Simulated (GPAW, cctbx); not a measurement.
## Reading charge transfer from structure factors

PtPb3S, Pm-3m (no. 221), a = 5.4269 Å, b = 5.4269 Å, c = 5.4269 Å, α = 90.00°, β = 90.00°, γ = 90.00°.

```
atom  mult.    x    y    z
 Pb1      3  1/2  1/2    0
 Pt1      1    0    0    0
  S1      1  1/2  1/2  1/2
```

The start was made by putting kin elements into a known structure type; the compound need not exist, or be stable, in this form.

Absolute values of the static structure factors of the conventional cell from DFT (PBE, GPAW) against free spherical atoms, in electrons:

```
hkl  d (Å)  free atoms  crystal
010  5.427       17.93    17.87
011  3.837        9.87    10.21
111  3.133      275.64   275.32
020  2.713      291.44   291.50
021  2.427       14.23    14.42
121  2.216        7.23     7.09
022  1.919      265.25   265.26
122  1.809       12.64    12.62
030  1.809       12.64    12.71
031  1.716        6.01     5.93
```

**Question.** Which way does charge move, and which reflections show it best?

Project each element's phase sum on the total phase. At low angle |F| should rise if density moves to atoms that scatter in phase and fall if it moves to atoms that scatter against it.

| hkl | Pb in phase | Pt in phase | S in phase | change (e) | (%) |
| --- | --- | --- | --- | --- | --- |
| 010 | +1.0 | -1.0 | +1.0 | -0.06 | -0.3 |
| 011 | -1.0 | +1.0 | +1.0 | +0.33 | +3.4 |
| 111 | +3.0 | +1.0 | -1.0 | -0.32 | -0.1 |
| 020 | +3.0 | +1.0 | +1.0 | +0.06 | 0.0 |
| 021 | +1.0 | -1.0 | +1.0 | +0.19 | +1.3 |
| 121 | -1.0 | +1.0 | +1.0 | -0.14 | -1.9 |
| 022 | +3.0 | +1.0 | +1.0 | +0.01 | 0.0 |
| 122 | +1.0 | -1.0 | +1.0 | -0.03 | -0.2 |

Low-angle reflections that set elements apart and change by more than 0.05 e: 010, 011, 111, 021 and 121. The real-space density gives Voronoi charges Pb +0.23, Pt -0.36, S -0.32 e. The signs that these charges predict hold for 010, 011 and 111 and fail for 021 and 121, so the simple rule can't give the direction here. The reflections see the density near the nuclei and the atoms' change of size and shape; Voronoi cells count what crosses the midplanes.

[Outputs are excerpts: Python notices, other lines and further rows are left out; steps that failed or that the build refused (PBEsol, TPSS) are not shown.]

[Logs are printed without paths, hosts, clocks, repeated set-up lines and the standing remarks that a program may print on its own settings, such as how far it seeks lower states.]
